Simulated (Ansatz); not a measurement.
## A hypothetical structure for Mn6CdFe

Starting from a made-up structure for Mn6CdFe, the aim is the relaxed cell, its shortest contacts and, where a second run follows, its electronic structure.

Main program and level: Ansatz 0.2.0; DFT, PBE, plane-wave PAW, files of the set soft_1, scalar-relativistic, ferromagnetic start, cell and ions relaxed at zero pressure; PAW set soft_1.

## (1) The starting structure

Symmetry: Amm2, No. 38, orthorhombic system. The conventional cell has a = 4.154 Å, b = 5.312 Å, c = 9.315 Å, α = 90.00°, β = 90.00°, γ = 90.00°. Nearest to Cd lie 2 Fe at 2.42 Å and 8 Mn at 2.46 to 2.68 Å. Nearest to Fe lie 2 Cd at 2.42 Å and 10 Mn at 2.58 to 2.72 Å. Mn has 10 Mn at 2.59 to 2.75 Å and 2 Fe at 2.66 Å nearest. Mn has 8 Mn at 2.58 to 2.75 Å and 2 Fe at 2.65 to 2.72 Å and 2 Cd at 2.68 Å nearest. Mn has 10 Mn at 2.59 to 2.69 Å and 2 Cd at 2.67 Å nearest. Nearest to Mn lie 1 Cd at 2.46 Å and 8 Mn at 2.57 to 2.74 Å and 2 Fe at 2.58 Å. Farther neighbours are not listed.

## (2) Relaxation of the guess

The guessed cell has no reason to be at equilibrium. It is relaxed with the atoms, within the space group of the guess.

The input, input.yaml:

```yaml
crystal:
  lattice:
    - [4.154, 0.0, 0.0]
    - [0.0, 2.656, 4.6575]
    - [0.0, -2.656, 4.6575]
  atoms:
    - { symbol: Cd, position: [0.0, 0.812, 0.812] }
    - { symbol: Fe, position: [0.5, 0.6779, 0.6779], spin: 3.0 }
    - { symbol: Mn, position: [0.5, 0.1642, 0.1642], spin: 4.0 }
    - { symbol: Mn, position: [0.5, 0.1746, 0.6714], spin: 4.0 }
    - { symbol: Mn, position: [0.5, 0.6714, 0.1746], spin: 4.0 }
    - { symbol: Mn, position: [0.0, 0.3361, 0.3361], spin: 4.0 }
    - { symbol: Mn, position: [0.0, 0.3451, 0.8291], spin: 4.0 }
    - { symbol: Mn, position: [0.0, 0.8291, 0.3451], spin: 4.0 }
magnetization:
  spin_polarized: true
kpoints:
  mp_grid: { grid: [7, 6, 6] }
scf:
  occupations: { method: fermi_dirac, width: 0.05 }
hamiltonian:
  xc: pbe
  pseudopotentials: { kind: paw, azcp: { folder: soft_1 } }
relax:
  f_tol: 0.015
  max_steps: 70
  cell: {}
output:
  forces: true
  stress: true
```

The run is started by

```
ansatz run input.yaml --threads 4 --pin off --max-ram 10240MiB --backend cpu --events-out ev --progress --plain --runs-dir out
```

Numbers of over 12 decimals in the logs are rounded to 6 here.

Output:

```text
Engine: ansatz 0.2.0, aarch64-unknown-linux-gnu
Pseudopotentials: kind: paw
Pseudopotential: Cd, paw, valence charge 20, recommended cutoff 420 eV (normal), soft_1/Cd.paw.azcp
Pseudopotential: Fe, paw, valence charge 16, recommended cutoff 420 eV (normal), soft_1/Fe.paw.azcp
Pseudopotential: Mn, paw, valence charge 15, recommended cutoff 420 eV (normal), soft_1/Mn.paw.azcp
Functional definition: PBE
  parameter kappa = 0.804
  parameter beta = 0.066725
  exchange = pbe_x(kappa = kappa, mu = beta*pi^2/3)
  correlation = pbe_c(beta = beta)
Crystal: 8 atoms, lattice volume = 102.773 Å³
Basis set: ecut = 420 eV, 2011 PW (Γ), exchange–correlation on 60×72×72 points (8 copies of the dense FFT grid, shifted against one another)
Bands: 92, of which v1, the nominal top of the filled ones, is band 63 counted from 1 (62 counted from 0)
Symmetry: 4 space group operations
Space group: Amm2 (ITA 38), of the structure as read, at distance tolerance 4.7e-5 Å
Magnetic group: BNS 38.187 (UNI 285), of the structure as read, at distance tolerance 4.7e-5 Å
k-points: 52 of 252 (time reversal used)
Non-local potential: Cd, projectors of the file, l = 0: 3, l = 1: 2, l = 2: 2, l = 3: 1
Non-local potential: Fe, projectors of the file, l = 0: 3, l = 1: 2, l = 2: 3, l = 3: 1
Non-local potential: Mn, projectors of the file, l = 0: 3, l = 1: 2, l = 2: 3, l = 3: 1
PAW form: soft (Blöchl's): semilocal exchange-correlation on the pseudo side does not see the compensation charge
PAW one-centre angular grid: Cd, 590 points (default); XC on 64 Gauss nodes
PAW one-centre angular grid: Fe, 590 points (default); XC on 64 Gauss nodes
PAW one-centre angular grid: Mn, 590 points (default); XC on 64 Gauss nodes
Initial density: superposition of atomic densities (chi_scale 0.1, normalization cell)
Starting moments: Σ|m| = 27 μB on 7 of 8 sites
Initial wavefunctions: pseudopotential atomic-orbital guess
Functional: x = pbe(κ = 0.804, μ = 0.219515), c = pbe(β = 0.066725)
SCF iter   1: F=—  HF=-36118.884479 eV  |F-HF|=—  |Δ(HF+E_count)|=         —  Δρ=5.27e-2 (↑5.27e-2 ↓4.36e-2)  dr2=5.60e0  dr2_m=1.27e0  M=22.918 μB ∫|m|=23.145 μB  β_m=0.30  ethr=3.10e-3  ⟨swp⟩=5.3  Hψ=29781  notcnv=0  defer=193
Mixer restart at iter 1: flushing history
preconditioner: auto → Kerker (q_TF=auto, 2.823 Å⁻¹)  [metal: Δε(μ)=0.003 eV  Ē_g=9.049 eV  σ=0.050 eV  W_gap=0.02  n_scr=44 (ndim 8)  ℏωp=28.8 eV  f_vac=0.000  D(μ)=9.26/eV (n_scr^D=118)]
spin=Collinear: Kerker preconditioning applied to the charge; magnetization (m = ρ↑ − ρ↓) channel mixes plain (no charge-response kernel on spin).
SCF iter   2: F=—  HF=-36119.238537 eV  |F-HF|=—  |Δ(HF+E_count)|=   3.54e-1  Δρ=3.31e-2 (↑2.88e-2 ↓3.31e-2)  dr2=2.61e0  dr2_m=6.18e-1  M=22.730 μB ∫|m|=23.015 μB  β_m=0.51  ethr=3.10e-3  ⟨swp⟩=2.0  Hψ=12806  notcnv=0  defer=1130
SCF iter   3: F=—  HF=-36122.036707 eV  |F-HF|=—  |Δ(HF+E_count)|=    2.80e0  Δρ=2.24e-2 (↑1.39e-2 ↓2.24e-2)  dr2=8.11e-1  dr2_m=2.47e-1  M=21.809 μB ∫|m|=22.208 μB  β_m=0.69  ethr=2.07e-3  ⟨swp⟩=2.0  Hψ=14670  notcnv=0  defer=1131
SCF iter   4: F=—  HF=-36122.754582 eV  |F-HF|=—  |Δ(HF+E_count)|=   7.18e-1  Δρ=1.60e-2 (↑1.51e-2 ↓1.60e-2)  dr2=3.86e-1  dr2_m=1.49e-1  M=20.608 μB ∫|m|=21.069 μB  β_m=0.80  ethr=6.44e-4  ⟨swp⟩=2.2  Hψ=15354  notcnv=0  defer=1148
SCF iter   5: F=—  HF=-36122.728911 eV  |F-HF|=—  |Δ(HF+E_count)|=   2.57e-2  Δρ=1.50e-2 (↑1.50e-2 ↓9.00e-3)  dr2=1.74e-1  dr2_m=8.59e-2  M=19.693 μB ∫|m|=20.149 μB  β_m=0.88  ethr=3.06e-4  ⟨swp⟩=3.0  Hψ=20615  notcnv=0  defer=1167
SCF iter   6: F=—  HF=-36132.211159 eV  |F-HF|=—  |Δ(HF+E_count)|=         —  Δρ=2.35e-1 (↑2.35e-1 ↓2.02e-1)  dr2=1.26e0  dr2_m=4.47e1  M=7.654 μB ∫|m|=12.370 μB  β_m=1.00  ethr=1.38e-4  ⟨swp⟩=2.0  Hψ=16761  notcnv=0  defer=1167
Mixer restart at iter 6: flushing history
SCF iter   7: F=—  HF=-36125.495021 eV  |F-HF|=—  |Δ(HF+E_count)|=    6.72e0  Δρ=6.68e-2 (↑6.68e-2 ↓5.65e-2)  dr2=1.60e0  dr2_m=2.98e0  M=9.363 μB ∫|m|=15.789 μB  β_m=0.88  ethr=3.97e-5  ⟨swp⟩=3.2  Hψ=23239  notcnv=0  defer=1243
SCF iter   8: F=—  HF=-36125.714398 eV  |F-HF|=—  |Δ(HF+E_count)|=   2.19e-1  Δρ=7.01e-2 (↑7.01e-2 ↓3.75e-2)  dr2=2.94e0  dr2_m=1.92e0  M=6.964 μB ∫|m|=12.543 μB  β_m=0.68  ethr=3.97e-5  ⟨swp⟩=3.3  Hψ=26778  notcnv=0  defer=1288
SCF iter   9: F=—  HF=-36124.355641 eV  |F-HF|=—  |Δ(HF+E_count)|=    1.36e0  Δρ=8.69e-3 (↑8.69e-3 ↓3.23e-3)  dr2=8.34e-2  dr2_m=1.78e-2  M=8.243 μB ∫|m|=14.392 μB  β_m=0.84  ethr=3.97e-5  ⟨swp⟩=3.0  Hψ=21350  notcnv=0  defer=1301
SCF iter  10: F=—  HF=-36124.354988 eV  |F-HF|=—  |Δ(HF+E_count)|=   6.53e-4  Δρ=8.19e-3 (↑8.19e-3 ↓6.96e-3)  dr2=8.29e-2  dr2_m=2.83e-2  M=8.475 μB ∫|m|=14.849 μB  β_m=0.68  ethr=3.97e-5  ⟨swp⟩=2.3  Hψ=17904  notcnv=0  defer=1301
SCF iter  11: F=—  HF=-36124.336151 eV  |F-HF|=—  |Δ(HF+E_count)|=   1.88e-2  Δρ=2.30e-3 (↑2.19e-3 ↓2.30e-3)  dr2=4.26e-3  dr2_m=3.70e-3  M=8.489 μB ∫|m|=14.857 μB  β_m=0.84  ethr=3.97e-5  ⟨swp⟩=2.1  Hψ=18329  notcnv=0  defer=1300
SCF iter  12: F=—  HF=-36124.336960 eV  |F-HF|=—  |Δ(HF+E_count)|=   8.09e-4  Δρ=2.27e-3 (↑2.27e-3 ↓1.97e-3)  dr2=1.29e-3  dr2_m=3.80e-3  M=8.458 μB ∫|m|=14.787 μB  β_m=0.92  ethr=3.38e-6  ⟨swp⟩=2.0  Hψ=17968  notcnv=0  defer=1300
SCF iter  13: F=—  HF=-36124.337299 eV  |F-HF|=—  |Δ(HF+E_count)|=   3.39e-4  Δρ=2.04e-3 (↑2.04e-3 ↓1.46e-3)  dr2=4.03e-3  dr2_m=2.00e-3  M=8.413 μB ∫|m|=14.741 μB  β_m=0.82  ethr=1.02e-6  ⟨swp⟩=2.0  Hψ=17552  notcnv=0  defer=1300
SCF iter  14: F=—  HF=-36124.335795 eV  |F-HF|=—  |Δ(HF+E_count)|=   1.50e-3  Δρ=8.75e-4 (↑5.05e-4 ↓8.75e-4)  dr2=1.01e-3  dr2_m=1.79e-4  M=8.444 μB ∫|m|=14.757 μB  β_m=0.91  ethr=1.02e-6  ⟨swp⟩=2.0  Hψ=17561  notcnv=0  defer=1300
SCF iter  15: F=—  HF=-36124.336444 eV  |F-HF|=—  |Δ(HF+E_count)|=   6.49e-4  Δρ=8.81e-4 (↑8.81e-4 ↓8.20e-4)  dr2=2.70e-4  dr2_m=6.08e-4  M=8.424 μB ∫|m|=14.749 μB  β_m=0.27  ethr=8.01e-7  ⟨swp⟩=2.0  Hψ=14482  notcnv=0  defer=1300
SCF iter  16: F=-36124.336022 eV  HF=-36124.336861 eV  |F-HF|=8.39e-4  |Δ(HF+E_count)|=   4.17e-4  Δρ=1.71e-3 (↑1.71e-3 ↓9.71e-4)  dr2=6.03e-4  dr2_m=1.59e-3  M=8.379 μB ∫|m|=14.709 μB  β_m=0.96  ethr=2.14e-7  ⟨swp⟩=2.0  Hψ=15757  notcnv=0  defer=1300
SCF iter  17: F=-36124.336073 eV  HF=-36124.336725 eV  |F-HF|=6.52e-4  |Δ(HF+E_count)|=   1.36e-4  Δρ=1.30e-3 (↑1.30e-3 ↓6.56e-4)  dr2=5.61e-4  dr2_m=8.25e-4  M=8.373 μB ∫|m|=14.707 μB  β_m=0.56  ethr=2.14e-7  ⟨swp⟩=2.0  Hψ=15535  notcnv=0  defer=1300
[...]
relax step   8: F+E_penalty+E_count = -36125.59235475 eV  Δ(F+E_penalty+E_count) = -1.159e-3 eV  max|allowed force component| = 1.010e-2 eV/Å  Δτ_max = 0.0091 Å  P = +0.032 GPa  Ω = 105.347 Å³  energy of the carried Pulay correction = -3.811e-3 eV  (12 SCF iters, dr2 threshold 3.99e-7 eV, accepted)
relax step   9: F+E_penalty+E_count = -36125.59239219 eV  Δ(F+E_penalty+E_count) = -3.744e-5 eV  max|allowed force component| = 8.969e-3 eV/Å  Δτ_max = 0.0022 Å  P = +0.055 GPa  Ω = 105.332 Å³  energy of the carried Pulay correction = -3.789e-3 eV  (11 SCF iters, dr2 threshold 2.00e-8 eV, accepted)
relax step  10: F+E_penalty+E_count = -36125.59234245 eV  Δ(F+E_penalty+E_count) = +4.974e-5 eV  max|allowed force component| = 2.426e-3 eV/Å  Δτ_max = 0.0010 Å  P = +0.003 GPa  Ω = 105.389 Å³  energy of the carried Pulay correction = -3.872e-3 eV  (10 SCF iters, dr2 threshold 2.67e-8 eV, accepted)
relax step  11: F+E_penalty+E_count = -36125.59720418 eV  Δ(F+E_penalty+E_count) = -4.862e-3 eV  max|allowed force component| = 2.474e-3 eV/Å  Δτ_max = 0.0000 Å  P = +0.029 GPa  Ω = 105.389 Å³  stress off target by 8.60e-2 GPa  SCF on the basis re-selected at this cell (its energy is not comparable with the rows above)  (14 SCF iters)
relax step  12: F+E_penalty+E_count = -36125.59713681 eV  Δ(F+E_penalty+E_count) = +6.737e-5 eV  max|allowed force component| = 9.369e-4 eV/Å  Δτ_max = 0.0008 Å  P = -0.000 GPa  Ω = 105.450 Å³  energy of the carried Pulay correction = -8.737e-5 eV  (11 SCF iters, dr2 threshold 1.85e-8 eV, accepted)
iter 1 solved again at ethr=1.41e-8 eV; its pass at ethr=3.10e-3 eV (dr2=1.77e-5 eV) is discarded
SCF iter   1: F=—  HF=-36125.597233 eV  |F-HF|=—  |Δ(HF+E_count)|=         —  Δρ=1.28e-5 (↑3.62e-6 ↓1.28e-5)  dr2=9.60e-9  dr2_m=2.90e-8  M=2.874 μB ∫|m|=18.577 μB  β_m=0.65  ethr=1.41e-8  ⟨swp⟩=4.2  Hψ=61186  notcnv=0
preconditioner: auto → Kerker (q_TF=auto, 2.125 Å⁻¹)  [metal: Δε(μ)=0.004 eV  Ē_g=8.783 eV  σ=0.050 eV  W_gap=0.02  n_scr=20 (ndim 8)  ℏωp=28.5 eV  f_vac=0.000  D(μ)=9.45/eV (n_scr^D=130)]
spin=Collinear: Kerker preconditioning applied to the charge; magnetization (m = ρ↑ − ρ↓) channel mixes plain (no charge-response kernel on spin).
SCF iter   2: F=—  HF=-36125.597230 eV  |F-HF|=—  |Δ(HF+E_count)|=   3.06e-6  Δρ=4.71e-6 (↑1.79e-6 ↓4.71e-6)  dr2=1.34e-9  dr2_m=4.95e-9  M=2.874 μB ∫|m|=18.577 μB  β_m=0.53  ethr=7.62e-12  ⟨swp⟩=2.7  Hψ=16469  notcnv=0
SCF iter   3: F=—  HF=-36125.597230 eV  |F-HF|=—  |Δ(HF+E_count)|=   1.90e-7  Δρ=2.16e-6 (↑5.49e-7 ↓2.16e-6)  dr2=2.74e-10  dr2_m=7.22e-10  M=2.874 μB ∫|m|=18.577 μB  β_m=0.60  ethr=1.06e-12  ⟨swp⟩=2.0  Hψ=16140  notcnv=0
SCF iter   4: F=—  HF=-36125.597230 eV  |F-HF|=—  |Δ(HF+E_count)|=   5.64e-8  Δρ=2.89e-7 (↑2.38e-7 ↓2.89e-7)  dr2=1.61e-10  dr2_m=1.78e-11  M=2.874 μB ∫|m|=18.577 μB  β_m=0.59  ethr=1.00e-12  ⟨swp⟩=1.2  Hψ=9596  notcnv=0
SCF iter   5: F=—  HF=-36125.597230 eV  |F-HF|=—  |Δ(HF+E_count)|=  2.55e-10  Δρ=1.63e-7 (↑1.55e-7 ↓1.63e-7)  dr2=5.41e-11  dr2_m=1.16e-11  M=2.874 μB ∫|m|=18.577 μB  β_m=0.79  ethr=1.00e-12  ⟨swp⟩=1.0  Hψ=9568  notcnv=0
SCF iter   6: F=—  HF=-36125.597230 eV  |F-HF|=—  |Δ(HF+E_count)|=  1.67e-10  Δρ=1.53e-7 (↑1.53e-7 ↓1.30e-7)  dr2=2.05e-11  dr2_m=1.50e-11  M=2.874 μB ∫|m|=18.577 μB  β_m=0.90  ethr=1.00e-12  ⟨swp⟩=1.0  Hψ=9568  notcnv=0
SCF iter   7: F=—  HF=-36125.597230 eV  |F-HF|=—  |Δ(HF+E_count)|=  4.37e-11  Δρ=1.44e-7 (↑7.35e-8 ↓1.44e-7)  dr2=7.97e-12  dr2_m=9.61e-12  M=2.874 μB ∫|m|=18.577 μB  β_m=0.95  ethr=1.00e-12  ⟨swp⟩=1.0  Hψ=9573  notcnv=0
SCF iter   8: F=-36125.597230 eV  HF=-36125.597230 eV  |F-HF|=7.28e-12  |Δ(HF+E_count)|=  7.28e-12  Δρ=7.87e-8 (↑7.87e-8 ↓3.78e-8)  dr2=1.53e-11  dr2_m=7.14e-13  M=2.874 μB ∫|m|=18.577 μB  ethr=1.00e-12  ⟨swp⟩=2.0  Hψ=25985  notcnv=0
the starting moments were not kept: 3 of 7 ended reversed and 4 kept their direction, counting a site from 0.1 μB. The largest reversed, site 5 (counted from 0, in the order of the report's site_moments_mub), started with +4.0 μB and closes at -2.8e0 μB in its sphere.
SCF 13 converged in 8 iterations: F = -36125.597230 eV  dr2 = 1.53e-11
relax step  13: F+E_penalty+E_count = -36125.59723023 eV  Δ(F+E_penalty+E_count) = -9.342e-5 eV  max|allowed force component| = 9.333e-4 eV/Å  Δτ_max = 0.0000 Å  P = -0.001 GPa  Ω = 105.450 Å³  stress off target by 4.90e-3 GPa  SCF on the basis re-selected at this cell (its energy is not comparable with the rows above)  (8 SCF iters)
basis re-selected at this cell: Δ(F+E_penalty+E_count) = -9.342e-5 eV, ΔP = -0.000 GPa vs the last step (what re-selecting the basis moved, of the pressure what is left beyond the Pulay correction that the steps carried, after the strain that the cell walked since its last selection, with what the two solves' SCF thresholds leave and, on support functions, any second-order correction that the steps lacked; it is no m [...]
SCF converged after 8 iterations
Magnetization: 2.8744 μB (64.4372 up, 61.5628 down)
Absolute magnetization: 18.5818 μB (∫|ρ↑−ρ↓|, with the PAW one-centre terms)
Spin contamination: 6.4209 ħ² per cell (⟨S²⟩ above its minimum at these occupations)
Per-site moments (μB) at R_I (Å): [(-0.00567085, 1.079267), (-1.845035, 1.054914), (-2.704061, 1.075474), (2.481164, 1.017301), (2.481164, 1.017301), (-2.843691, 1.058021), (2.557931, 1.073550), (2.557931, 1.073550)]
Free energy (F): -36125.597230 eV
Harris-Foulkes:  -36125.597230 eV  (|F-HF|=7.28e-12)
Internal energy: -36125.519307 eV  (E = F + TS)
E sigma→0 (E₀):  -36125.558269 eV
Entropy (-TS):   -0.077923 eV (-9.740 meV/atom)
Fermi energy:    17.327033 eV
--- Per-component energies (eV) ---
  E_band       = -1786.980742
  E_kinetic    = 2677.902455
  E_local      = -16622.750808  (includes V_loc(G=0)·N_el)
  E_nonlocal   = 3144.970637
  E_hartree    = 6575.870619
  E_xc         = -925.484894
  E_vxc        = -1180.152130  (∫ρ·V_xc dr)
  E_paw        = -13432.479235  (= ΣΔE_a)
  E_vpaw       = -2958.692354  (= ΣTr[D̂ρ^β])
  E_aug_tail   = -0.000063  (compensation charges beyond the density's cutoff)
  E_ewald      = -17543.548020
  E_smearing   = -0.077923  (= −TS)
  E_closure    = 0.000000  (closes the sum)
  Σ components = -36125.597230   (vs F -36125.597230, Δ=0.00e0)
--- Forces (eV/Å), atoms counted from 1 ---
  atom   1  Cd     0.00000000     0.00000000     0.00068878
  atom   2  Fe     0.00000000    -0.00000000    -0.00069530
  atom   3  Mn     0.00000000    -0.00000000    -0.00093341
  atom   4  Mn     0.00000000    -0.00048395     0.00047303
  atom   5  Mn     0.00000000     0.00048395     0.00047303
  atom   6  Mn     0.00000000    -0.00000000     0.00053984
  atom   7  Mn     0.00000000    -0.00018580    -0.00027329
  atom   8  Mn    -0.00000000     0.00018580    -0.00027329
  max |Σ_I F_I| component: 5.98e-7 eV/Å
--- Stress (GPa, compression-positive) ---
       -0.004900       0.000000       0.000000
        0.000000       0.003191       0.000000
        0.000000       0.000000       0.000116
  P = ⅓ Tr σ = -0.0005 GPa (-0.005 kbar)
--- Relaxed structure (11 steps of the walk, 11 accepted, 2 SCFs on fresh bases) ---
  F+E_penalty+E_count = -36125.59723023 eV   max|allowed force component| = 9.333e-4 eV/Å   (the final SCF, on the basis selected at the relaxed cell)
  cell:  # Å, volume = 105.4501 Å³
    - [4.342963, 0, 2.338173735813777e-17]
    - [2.6215802057180217e-17, 2.637453, 4.603054]
    - [2.6215802057180242e-17, -2.637453, 4.603054]
  atoms:
    - { symbol: Cd, position: [1.010164969530059e-17, 0.839050, 0.839050] }
    - { symbol: Fe, position: [0.5, 0.655492, 0.655492] }
    - { symbol: Mn, position: [0.5, 0.156288, 0.156288] }
    - { symbol: Mn, position: [0.5, 0.178361, 0.645892] }
    - { symbol: Mn, position: [0.5, 0.645892, 0.178361] }
    - { symbol: Mn, position: [4.639275302652073e-18, 0.348523, 0.348523] }
    - { symbol: Mn, position: [2.3512680147837396e-18, 0.343967, 0.842826] }
    - { symbol: Mn, position: [2.3512680147837396e-18, 0.842826, 0.343967] }
```

The job ended after 10 min (4 threads of Arm Neoverse V2, shared host; peak memory 1.4 GiB; 41 min of CPU time).

Relaxation path:

| step | energy less that of the first step (eV) | largest force component (eV/Å) | pressure (GPa) | volume (Å³) |
| --- | --- | --- | --- | --- |
| 1 | 0.0000 | 3.7882 | 2.27 | 102.77 |
| 2 | -0.6801 | 0.9098 | 1.93 | 101.43 |
| 3 | -0.7686 | 0.3951 | 0.55 | 104.06 |
| 4 | -0.8213 | 0.1396 | 0.35 | 103.87 |
| 5 | -0.8243 | 0.1837 | 0.34 | 104.55 |
| 6 | -0.8309 | 0.0649 | 0.19 | 104.86 |
| 7 | -0.8313 | 0.0343 | -0.25 | 105.71 |
| 8 | -0.8325 | 0.0101 | 0.03 | 105.35 |
| 9 | -0.8325 | 0.0090 | 0.06 | 105.33 |
| 10 | -0.8325 | 0.0024 | 0.00 | 105.39 |
| 11* | -0.8373 | 0.0025 | 0.03 | 105.39 |
| 12 | -0.8373 | 0.0009 | 0.00 | 105.45 |
| 13* | -0.8374 | 0.0009 | 0.00 | 105.45 |

Relaxation steps marked * repeat the geometry before them on a plane-wave basis chosen anew for their cell, so energy and pressure can jump there.

Forces are held to the 4 operations that the run works with; a distortion that breaks them can't arise in this run.

| conventional cell, symmetrised | before | after | change |
| --- | --- | --- | --- |
| a (Å) | 4.154 | 4.343 | +4.5 % |
| b (Å) | 5.312 | 5.275 | -0.7 % |
| c (Å) | 9.315 | 9.206 | -1.2 % |
| volume (Å³/atom) | 12.85 | 13.18 | +2.6 % |

The atoms that moved most (Å, as changes of fractional coordinates times the final cell):

| atom | dx | dy | dz | length |
| --- | --- | --- | --- | --- |
| Cd1 | 0.000 | 0.000 | 0.249 | 0.249 |
| Fe2 | 0.000 | 0.000 | -0.206 | 0.206 |
| Mn4 | 0.000 | 0.077 | -0.100 | 0.126 |
| Mn5 | 0.000 | -0.077 | -0.100 | 0.126 |
| Mn6 | 0.000 | 0.000 | 0.114 | 0.114 |
| Mn3 | 0.000 | 0.000 | -0.073 | 0.073 |
| Mn7 | 0.000 | -0.039 | 0.058 | 0.070 |
| Mn8 | 0.000 | 0.039 | 0.058 | 0.070 |

Final coordinates:

```xyz
8
Lattice="4.3430 0.0000 0.0000 0.0000 2.6375 4.6031 0.0000 -2.6375 4.6031" Properties=species:S:1:pos:R:3 pbc="T T T"
Cd    0.0000    0.0000    7.7244
Fe    2.1715    0.0000    6.0345
Mn    2.1715    0.0000    1.4388
Mn    2.1715   -1.2331    3.7941
Mn    2.1715    1.2331    3.7941
Mn    0.0000    0.0000    3.2085
Mn    0.0000   -1.3157    5.4629
Mn    0.0000    1.3157    5.4629
```

This step gave:

```
free energy             : -36125.5972 eV
energy at zero smearing : -36125.5583 eV
smearing term TS        : 0.07792 eV
Fermi energy            : 17.33 eV
magnetization           : 2.874 μB
absolute magnetization  : 18.58 μB
site moments            : -0.005671, -1.845, -2.704, 2.481, 2.481, -2.844, 2.558, 2.558 μB
electrons               : 126
symmetry operations     : 4
pressure                : -5.31e-4 GPa
```

Site moment by atom:

```csv
atom,site moment (μB)
Cd1,-0.01
Fe2,-1.85
Mn3,-2.70
Mn4,2.48
Mn5,2.48
Mn6,-2.84
Mn7,2.56
Mn8,2.56
```

The shortest distance of each pair, which need not be the same contact before and after:

```
 pair  guess (Å)  relaxed (Å)
Mn–Mn      2.571        2.466
Fe–Mn      2.585        2.557
Cd–Mn      2.458        2.616
Cd–Fe      2.424        2.752
Cd–Cd      4.154        4.343
```

The relaxation ends with a largest force component of 9.3e-4 eV/Å and a pressure of 0.00 GPa.

## (3) Results

| Item | Value |
| --- | --- |
| space group, relaxed | Amm2 |
| conventional cell | a = 4.343, b = 5.275, c = 9.206 Å; α = 90.0°, β = 90.0°, γ = 90.0° |
| volume per atom | 13.18 Å³ (guess 12.85) |
| total moment | 2.87 μB in the cell of 8 atoms |

What this shows: Mn6CdFe relaxes to Amm2 with a = 4.343, b = 5.275 and c = 9.206 Å. The guessed volume was 3 % too small. The space group Amm2 was held in the relaxation, so the end point is a stationary structure within it and may be a saddle against distortions or other arrangements. The input starts from parallel moments, and no other start was typed; the run left that order, and the end state is ferrimagnetic. Mesh and cutoff weren't tested. No dispersion term is used, so weakly bound directions may come out too long. Nothing here tests whether the compound is stable against decomposition.

[Logs are printed without paths, hosts, clocks, repeated set-up lines and the standing remarks that a program may print on its own settings, such as how far it seeks lower states.]

[Hosts, paths, dates, database ids (printed as entryN), source tags and the programs' standing remarks are cut or masked in the printed files.]
